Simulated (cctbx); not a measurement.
# Lattice, Laue class and space group of a new crystal

Cell: a = 4.0390 Å, b = 4.0390 Å, c = 9.5050 Å, α = 90.00°, β = 90.00°, γ = 90.00°. Expected content of the cell: Tb2 Co4 Ti4.

The data are simulated with cctbx, not measured: Cu Kα, λ = 1.54184 Å, to d = 0.8 Å, 80 % of the full sphere, strongest reflection 5000 counts, noise from counting, a 3 % proportional error and a noise floor of 2 counts (s.d.); no absorption, some extinction.

A first pass over the reflections prints:

```text
984 reflections to d = 0.805 A
centring   violations  <I/sigma> of those
    A        363 of   494      9.3
    B        368 of   502      9.4
    C        349 of   478      8.9
    I        298 of   508      4.8
    R        472 of   651      9.0
    F        540 of   737      9.2
Laue class    unique    Rint  (classes that these axes allow; Friedel mates merged)
P -1              592   0.032
P 1 2/m 1         355   0.038
P 1 1 2/m         332   0.039
P 2/m 1 1         356   0.039
P m m m           215   0.043
P 4/m             172   0.042
P 4/m m m         127   0.043
space group    extra absences  I>4sigma  <I/sigma>
P 4 2 2                 0          0         -  acentric
P 4 21 2               10          0       0.1  acentric
P 4 m m                 0          0         -  acentric
P -4 2 m                0          0         -  acentric
P -4 21 m              10          0       0.1  acentric
P -4 m 2                0          0         -  acentric
P 4/m m m               0          0         -  centric
P 4/n m m :1           34          0       0.1  centric
P 4/n m m :2           34          0       0.1  centric
Wilson B = 1.59 A^2   <|E^2-1|> = 0.947 (0.968 centric, 0.736 acentric)   E^2>4: 0.8 %
shell (A)         n   <I/sigma>
 9.51 - 1.61     22     22.4
 1.61 - 1.28     19     26.4
 1.28 - 1.12     15     23.0
 1.12 - 1.01     12     26.1
 1.01 - 0.94     17     20.7
 0.94 - 0.89     17     25.4
 0.89 - 0.84     12     22.1
 0.84 - 0.80     13     15.2
```

Q: Read the symmetry from these tables.

Every centring test has many violations, so the lattice is primitive.

Rint stays low (0.032 to 0.043) up to P 4/m m m, the highest class in these axes.

9 settings pass the absence test. The most absences obeyed, 34, belong to P 4/n m m alone.

⟨|E²−1|⟩ = 0.947 leans to a centrosymmetric structure. The Wilson B of 1.59 Å² means U ≈ 0.0201 Å².

The true group is P4/nmm (no. 129, origin choice 1), Laue class 4/mmm, centrosymmetric. The tables fix it.

This is a model crystal, built by substitution and not relaxed, with assumed displacement parameters.

[Logs are printed without paths, hosts, clocks, repeated set-up lines and the standing remarks that a program may print on its own settings, such as how far it seeks lower states.]
